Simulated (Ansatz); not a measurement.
# Nb-W stack of (111) layers: lattice stability ahead of a resistivity run, part 2 of 3

The plan: relax Nb-W stack of (111) layers, check its phonons, and, if the lattice is stable, compute its Eliashberg function and ρ(T).

Ansatz 0.2.0; DFT PBEsol, scalar-relativistic, plane waves, PAW; PAW set soft_1.

So far: The structure; Rough relaxation.

## (3) Relaxing cell and atoms

Lattice constant and positions set the bands and the force constants, so the cell is relaxed first.

input.yaml

```yaml
crystal:
  lattice:
    - [2.7211860726, 0.0, 0.0]
    - [-1.3605930363, 2.3566162673, 0.0]
    - [0.0, 0.0, 28.3972661742]
  atoms:
    - { symbol: Nb, position: [0.0, 0.0, 0.1907664888] }
    - { symbol: W, position: [0.3333333333, 0.6666666667, 0.2775402108] }
  periodic: [true, true, false]
kpoints:
  mp_grid: { grid: [12, 12, 1] }
hamiltonian:
  xc: pbesol
  pseudopotentials: { kind: paw, azcp: { folder: soft_1 }, xc_functional: pbe }
scf:
  occupations: { method: gaussian, width: 0.1 }
output:
  forces: true
  stress: true
  eigenvalues: true
  write_density: true
  write_potential: true
  elf: true
  volumetric_format: npy
relax:
  adjacent_minimum: "off"
  f_tol: 0.005
  max_steps: 80
  cell: { stress_2d_tol: 0.02 }
```

On the command line:

```bash
$ ansatz run input.yaml --threads 8 --pin off --max-ram 20480MiB --backend cpu --events-out ev --progress --plain --runs-dir out
```

Numbers of over 12 decimals in the logs are rounded to 6 here.

The log of the run:

```text
[the first part of the log is left out]
  E_xc         = -429.031002
  E_vxc        = -429.221273  (∫ρ·V_xc dr)
  E_paw        = -11478.400759  (= ΣΔE_a)
  E_vpaw       = -284.652527  (= ΣTr[D̂ρ^β])
  E_aug_tail   = 0.000192  (compensation charges beyond the density's cutoff)
  E_ewald      = 26097.015156
  E_core_change = 0.410567  (= ΣΔE_core)
  E_smearing   = -0.011225  (= −TS)
  E_closure    = -0.000000  (closes the sum)
  Σ components = -14750.223807   (vs F -14750.223807, Δ=0.00e0)
--- Forces (eV/Å), atoms counted from 1 ---
  atom   1  Nb     0.00000000     0.00000000    -0.00001147
  atom   2  W      0.00000000    -0.00000000     0.00001151
  max |Σ_I F_I| component: 4.31e-8 eV/Å
--- 2D stress c σ (N/m, compression-positive) ---
        0.000011       0.000000      -0.000000
        0.000000       0.000011      -0.000000
       -0.000000      -0.000000       0.000000
  P = ½ c Tr σ = 0.0000 N/m
--- Band table (eV; the first three rows and the last of 19) ---
[...]
--- Relaxed structure (5 steps of the walk, 4 accepted, 1 SCFs on fresh bases) ---
[...]
cell:  # Å, volume = 182.4134 Å³
    - [2.723483, 0.0, 0]
    - [-1.361742, 2.358606, 0]
    - [0, 0, 28.3972661742]
  atoms:
    - { symbol: Nb, position: [3.3215659991083843e-19, -2.7755575615628914e-17, 0.191015] }
    - { symbol: W, position: [0.333333, 0.666667, 0.277292] }
```

It took 5.2 s on 8 threads of INTEL XEON PLATINUM 8581C at 2.30GHz (Emerald Rapids), shared host; peak memory 0.66 GiB; 34 s of CPU time.

Step by step:

```csv
step,energy less that of the first step (eV),largest force component (eV/Å),volume (Å³)
1,0.0000,0.1122,182.11
2,0.0188,0.6228,182.58
3,-0.0008,0.0125,182.57
4,-0.0008,0.0020,182.39
5,-0.0008,0.0000,182.41
6,-0.0008,0.0000,182.41
```

The log counts 1 steps on a newly chosen plane-wave basis, not all of them marked here; energy and pressure can jump at such steps. Relaxation step 2 was tried and not accepted.

```csv
cell as run,before,after,change
a (Å),2.721,2.723,+0.1 %
b (Å),2.721,2.723,+0.1 %
```

Final coordinates:

```xyz
2
Lattice="2.7235 0.0000 0.0000 -1.3617 2.3586 0.0000 0.0000 0.0000 28.3973" Properties=species:S:1:pos:R:3
Nb    0.0000    0.0000    5.4243
W     0.0000    1.5724    7.8743
```

Valence density in the ca plane at fractional y = 0.667, with atoms of W within 0.2 Å of it. It is the smooth field of the valence electrons, not physical close to the nuclei.

Ten steps, logarithmic in the rise over the least value, from '0' (0.0 e/Å³) to '9' (5.6 e/Å³), each cell a mean:
```
00000000001235676433444432100000000000000000
00000000001235676433444432100000000000000000
00000000001234565434566532100000000000000000
00000000001223444445799742100000000000000000
00000000001223444446999962100000000000000000
00000000001223444446999962100000000000000000
00000000001223444445899752100000000000000000
00000000001234565434577532100000000000000000
```
Columns run along c (16.0 Å, from fractional 0.00 to 0.56 of the cell), rows up along a (2.7 Å). Atoms in or near the plane, at fractional coordinates: W at (0.28, 0.33).

ELF in the ca plane at fractional y = 0.667, with atoms of W within 0.2 Å of it. It is the smooth field of the valence electrons, not physical close to the nuclei.

Ten even steps from '0' (0.00) to '9' (0.69), each cell a mean:
```
00000000122224775245444556531000000000000000
00000000122224775245444566531000000000000000
00000001233323553343455433321000000000000000
00000001245554333554799732210000000000000000
00000001247887545766956951110000000000000000
00000001247887545766955951110000000000000000
00000001245654433554799732210000000000000000
00000001234333553343466433321000000000000000
```
Columns run along c (16.0 Å, from fractional 0.00 to 0.56 of the cell), rows up along a (2.7 Å). Atoms in or near the plane, at fractional coordinates: W at (0.28, 0.33).

Electrostatic potential energy in the ca plane at fractional y = 0.667, with atoms of W within 0.2 Å of it. With pseudopotentials it is smooth inside the atoms' cores, unlike the true potential.

Values in eV, 5 rows by 16 columns, each cell a mean:
```
  0   0   0  -1  -9 -33 -10  -8  -8  -1   0   0   0   0   0   0
  0   0   0  -1  -7 -23  -9 -20 -18  -2   0   0   0   0   0   0
  0   0   0  -1  -4  -9  -7 -40 -38  -5   0   0   0   0   0   0
  0   0   0  -1  -3  -7  -7 -42 -40  -5   0   0   0   0   0   0
  0   0   0  -1  -6 -18  -8 -28 -26  -3   0   0   0   0   0   0
```
Columns run along c (16.0 Å, from fractional 0.00 to 0.56 of the cell; values clipped at the 3rd and 97th percentile), rows up along a (2.7 Å). Atoms in or near the plane, at fractional coordinates: W at (0.28, 0.33).

The relaxation ends with a largest force component of 1.1e-5 eV/Å.

## (4) Tight relaxation

No force is left; the cell is relaxed once more with another smearing and tight thresholds.

input.yaml, the sections that differ from step 3:

```yaml
crystal:
  lattice:
    - [2.7234834985, 0.0, 0.0]
    - [-1.3617417492, 2.3586058964, 0.0]
    - [0.0, 0.0, 28.3972661742]
  atoms:
    - { symbol: Nb, position: [0.0, 0.0, 0.1910147707] }
    - { symbol: W, position: [0.3333333333, 0.6666666667, 0.2772919289] }
  periodic: [true, true, false]
scf:
  occupations: { method: methfessel_paxton, width: 0.2 }
relax:
  adjacent_minimum: "off"
  f_tol: 0.001
  max_steps: 60
  cell: { stress_2d_tol: 0.002 }
# kpoints, hamiltonian, output: as in step 3
```

The log of the run:

```text
[the first part of the log is left out]
  E_xc         = -429.044662
  E_vxc        = -429.239063  (∫ρ·V_xc dr)
  E_paw        = -11478.402985  (= ΣΔE_a)
  E_vpaw       = -284.658769  (= ΣTr[D̂ρ^β])
  E_aug_tail   = 0.000192  (compensation charges beyond the density's cutoff)
  E_ewald      = 26097.953718
  E_core_change = 0.410567  (= ΣΔE_core)
  E_smearing   = 0.006051  (= −TS)
  E_closure    = 0.000000  (closes the sum)
  Σ components = -14750.217128   (vs F -14750.217128, Δ=0.00e0)
[...]
--- 2D stress c σ (N/m, compression-positive) ---
        0.000006       0.000000       0.000000
        0.000000       0.000006      -0.000000
        0.000000      -0.000000       0.000000
  P = ½ c Tr σ = 0.0000 N/m
--- Band table (eV; the first three rows and the last of 19) ---
[...]
--- Relaxed structure (5 steps of the walk, 4 accepted, 1 SCFs on fresh bases) ---
[...]
cell:  # Å, volume = 182.4353 Å³
    - [2.723647, -2.8869251685741552e-11, 0]
    - [-1.361824, 2.358748, 0]
    - [0, 0, 28.3972661742]
  atoms:
    - { symbol: Nb, position: [0, -2.775557561562863e-17, 0.191045] }
    - { symbol: W, position: [0.333333, 0.666667, 0.277262] }
```

The job ended after 5.2 s (8 threads; peak memory 0.67 GiB).

Little changed from the start: no atom moved by 0.005 Å and no cell edge by 0.1 %.

Electrostatic potential energy in the ca plane at fractional y = 0.667, with atoms of W within 0.2 Å of it. With pseudopotentials it is smooth inside the atoms' cores, unlike the true potential.

Ten even steps from '0' (-46 eV) to '9' (0 eV), each cell a mean:
```
99999999999985224788877899999999999999999999
99999999999985224788877899999999999999999999
99999999999987546887533689999999999999999999
99999999999988777885100268999999999999999999
99999999999998888883000048999999999999999999
99999999999998888883000048999999999999999999
99999999999988777885100168999999999999999999
99999999999987546887523579999999999999999999
```
Columns run along c (16.0 Å, from fractional 0.00 to 0.56 of the cell; values clipped at the 3rd and 97th percentile), rows up along a (2.7 Å). Atoms in or near the plane, at fractional coordinates: W at (0.28, 0.33).

Valence density in the ca plane at fractional y = 0.667, with atoms of W within 0.2 Å of it. It is the smooth field of the valence electrons, not physical close to the nuclei.

Ten steps, logarithmic in the rise over the least value, from '0' (0.0 e/Å³) to '9' (5.6 e/Å³), each cell a mean:
```
00000000001235676433444432100000000000000000
00000000001235676433444432100000000000000000
00000000001234565434566532100000000000000000
00000000001223444445799742100000000000000000
00000000001223444446999962100000000000000000
00000000001223444446999962100000000000000000
00000000001223444445899752100000000000000000
00000000001234565434577532100000000000000000
```
Columns run along c (16.0 Å, from fractional 0.00 to 0.56 of the cell), rows up along a (2.7 Å). Atoms in or near the plane, at fractional coordinates: W at (0.28, 0.33).

ELF in the ca plane at fractional y = 0.667, with atoms of W within 0.2 Å of it. It is the smooth field of the valence electrons, not physical close to the nuclei.

Ten even steps from '0' (0.00) to '9' (0.69), each cell a mean:
```
00000000122224775245444556431000000000000000
00000000122224775245444566431000000000000000
00000001133323553343455433321000000000000000
00000001245554333554799732210000000000000000
00000001247887545766956951110000000000000000
00000001246887545766955951110000000000000000
00000001245654433554799732210000000000000000
00000001234333553343466433321000000000000000
```
Columns run along c (16.0 Å, from fractional 0.00 to 0.56 of the cell), rows up along a (2.7 Å). Atoms in or near the plane, at fractional coordinates: W at (0.28, 0.33).

## (5) Phonons by linear response: q 2×2×1, k 6×6×1

Before any scattering is computed, the phonons show whether the structure is a minimum.

input.yaml, the sections that differ from step 4:

```yaml
crystal:
  lattice:
    - [2.7236473271, 0.0, 0.0]
    - [-1.3618236635, 2.3587477762, 0.0]
    - [0.0, 0.0, 28.3972661742]
  atoms:
    - { symbol: Nb, position: [0.0, 0.0, 0.1910446062] }
    - { symbol: W, position: [0.3333333333, 0.6666666667, 0.2772620934] }
  periodic: [true, true, false]
kpoints:
  mp_grid: { grid: [6, 6, 1] }
output:
  eigenvalues: true
phonons:
  method: dfpt
  qmesh: [2, 2, 1]
  temperatures: { t_max: 1000, t_step: 50 }
  qpath:
    path:
      - [0.0, 0.0, 0.0]
      - [0.5, 0.0, 0.0]
      - [0.33333333, 0.33333333, 0.0]
      - [0.0, 0.0, 0.0]
    npoints: 10
# hamiltonian, scf: as in step 4
# relax: removed
```

The log of the run:

```text
[...]
Crystal: 2 atoms, lattice volume = 182.435 Å³
Basis set: ecut = 420 eV, 3593 PW (Γ), exchange–correlation on 40×40×384 points (8 copies of the dense FFT grid, shifted against one another)
Bands: 18, of which v1, the nominal top of the filled ones, is band 14 counted from 1 (13 counted from 0)
Symmetry: 6 space group operations
k-points: 7 of 36 (time reversal used)
[...]
SCF iter   1: F=—  HF=-14751.822976 eV  |F-HF|=—  |Δ(HF+E_count)|=         —  Δρ=3.94e-2  dr2=2.29e1  ethr=3.10e-3  ⟨swp⟩=11.3  Hψ=1072  notcnv=0
[...]
SCF iter  14: F=-14750.138544 eV  HF=-14750.138544 eV  |F-HF|=2.11e-10  |Δ(HF+E_count)|=  2.80e-10  S|Δr|=    0.00e0  Δρ=3.97e-8  dr2=7.18e-12  ethr=1.00e-12  ⟨swp⟩=16.9  Hψ=1097  notcnv=0
SCF 1 converged in 14 iterations: F = -14750.138544 eV  dr2 = 7.18e-12
[...]
phonons: the bands overlap, so this run is a metal and interpolates without the dipole-dipole term. If the crystal is really an insulator or semiconductor, its LO-TO splitting is missing
NSCF: frozen V_eff on 7 k-points
WARN: eigensolver did not converge (k=1): 1 band(s) unlocked after 2 eigensolves, warm-restarted (20 sweeps on the last) at ethr=1.03e-12 eV (storage-precision floor; scheduled 1.00e-12 eV) (lowest unlocked band 17, counted from 0; max residual 2.78e-4 eV among the unlocked bands, 2.78e-4 eV over every band; other slots of this pass that fall short are told together in one closing line; warning suppressed until the next SCF loop or pass starts)
[...]
DFPT response loops at q = (0, 0, 0) (fractional): preconditioner auto → none (partly filled bands, converged f_vac=0.740); β = 0.50; Broyden in place of MSR1
[...]
SCF converged after 14 iterations
Stability not checked: this state was not tested for a lower state beside it, because cold or Methfessel-Paxton smearing, or corrected tetrahedra, fill the levels in a way that the test cannot read (fill_not_monotonic; see scf.lower_state_search)
Free energy (F): -14750.138544 eV
[...]
Internal energy: -14750.138501 eV  (E = F + TS)
E sigma→0 (E₀):  -14750.138533 eV
Entropy (-TS):   -0.000043 eV (-0.021 meV/atom)
Fermi energy:    -5.048890 eV
[...]
--- Band table (eV; the first three rows and the last of 7) ---
  k-point 0: bands = [... 10 lower, -6.8697, -5.9446, -5.3277, -5.3277, -4.6877, -4.6877, -4.6568, -1.8989]
  k-point 1: bands = [... 10 lower, -6.7064, -6.3956, -6.1709, -5.3725, -5.0134, -4.2301, -3.6775, -2.4438]
  k-point 2: bands = [... 10 lower, -8.1590, -6.6977, -5.5933, -4.6224, -3.5860, -2.9415, -1.9202, -1.4916]
  k-point 6: bands = [... 10 lower, -7.2155, -6.1066, -6.1043, -5.3449, -5.2939, -3.5307, -2.0871, -1.6696]
--- Phonons (Γ-DFPT): 4 representative perturbations + reference (Σ response iterations 21) ---
  ASR residual: 4.256e-5 → 0.000e0 eV/Å²; symmetrization residual: 4.077e-6 eV/Å²
  ASR residual per site (eV/Å²): 1.63e-5 4.26e-5
  Γ frequencies (cm⁻¹): -14.54 -14.54 0.00 0.00 0.00 184.82
--- Phonons (arbitrary-q DFPT): 2 irreducible q on the 2×2×1 mesh ---
  q = [0.0000, 0.0000, 0.0000] (star 1, of the zone-centre solve; hermiticity 1.05e-6, symmetrization 1.01e-11): -14.54 -14.54 -0.00 0.00 0.00 184.82
  q = [0.0000, -0.5000, 0.0000] (star 3, 6 solved perturbations on 13 of 36 k-point pairs; hermiticity 3.58e-6, symmetrization 4.54e-7): -112.86 -88.26 61.82 128.85 185.68 254.67
  sum rule: each row above includes the acoustic sum rule's correction from the zone centre's row sums; it moved no ω² by more than (0.25 cm⁻¹)²
  mesh force constants: q→R imaginary residual 2.73e-17; ASR residual 4.256e-5 → 0.000e0 eV/Å²; symmetrization residual 1.243e-14 eV/Å²
  interpolated dispersion: 31 rows × 6 modes
  density of states and harmonic sums: on the 26×26×1 q-mesh, interpolated from the force constants of a 2×2×1 supercell (no non-analytic term)
  largest difference from the sums on the solved wave vectors: F 1.60e-1 eV, S 2.32e-4 and C_V 7.23e-5 eV/K
  zero-point energy: 0.035653 eV/cell   skipped modes (ω ≤ 0): 136, of them read as no rigid motion or as one in doubt: 133 (1.911e0 modes/cell left out, lowest -112.86 cm⁻¹)   left out of the sums: 3.19e-1 of the cell's modes: C_V's classical limit lies that fraction below 3 k_B per atom; for a crystal, a wire or a layer, F and S can be off by more, and a phonons.interpolated_qmesh denser along its periods is the remedy for the sampling
```

It took 6.8 s on 8 threads; peak memory 0.93 GiB.

This step gave:

```yaml
share_of_imaginary_modes_in_the_plain_interpolation_between_solved_wavevectors: 0.319
highest_frequency_solved_or_plainly_interpolated: 254.7 cm⁻¹
```

Solved on the 2×2×1 mesh alone; all other wavevectors are interpolated. Phonon branches along the path, in cm⁻¹:

```csv
point,branch 1,branch 2,branch 3,branch 4,branch 5,branch 6
Γ,-14,-14,0,0,0,185
halfway,-80,-68,44,119,164,186
M,-113,-88,62,129,186,255
halfway,-95,-63,117,126,174,237
K,-96,80,110,156,189,195
halfway,-78,-70,79,122,164,194
Γ,-14,-14,0,0,0,185
```

The phonon branches as a text plot (rows in cm⁻¹):

```
    247 |               ***********
    232 |             **           **
    216 |                            ***   *********
    201 |           **                  ***         **
    186 |*******  **    **********      ***                ******
    170 |       ********          ******   ****************
    155 |                            ********         ***
    140 |       **    **            *        **
    125 |         ****  **************       *********   **
    109 |     ****                **  *******         ***
     94 |                       **                **     ****
     79 |   ****               *        ***         **
     63 |   **          *******       **   **         ***  **
     48 | **      ******                                 **  ***
     33 | **  ****                   *                       ***
     17 |   **                               **            **
      2 |***                                                 ****
    -13 |*                                                      *
    -29 | **                        *                        ***
    -44 |   **                                 ***         **
    -59 |     ****                 *              **  *****
    -75 |       ********          *                 *****
    -90 |           **  ****************************
   -105 |             ************
         Γ                   M           K                      Γ
```

Lowest modes at the softest wavevector of the mesh. Modes at q = (0.500, 0.000, 0.000), with each element's share of the kinetic energy (negative means imaginary):

```csv
mode,frequency (cm⁻¹),Nb %,W %
1,-112.9,14,86
2,-88.3,8,92
3,61.8,86,14
4,128.8,74,26
5,185.7,24,76
6,254.7,94,6
```

Displacements in mode 1 (-112.9 cm⁻¹), the largest set to 1, in the home cell:
```
Nb1  0.32 -0.56  0.00
W2  -0.58  1.00  0.00
```

Displacements in mode 6 (254.7 cm⁻¹), the largest set to 1, in the home cell:
```
Nb1  1.00  0.58 -0.12
W2   0.16  0.09 -0.11
```

Among the solved wavevectors the lowest mode, translations apart, is -113 cm⁻¹, imaginary.

(Continued in part 3 of 3.)

[Logs are printed without paths, hosts, clocks, repeated set-up lines and the standing remarks that a program may print on its own settings, such as how far it seeks lower states.]

[Hosts, paths, dates, database ids (printed as entryN), source tags and the programs' standing remarks are cut or masked in the printed files.]
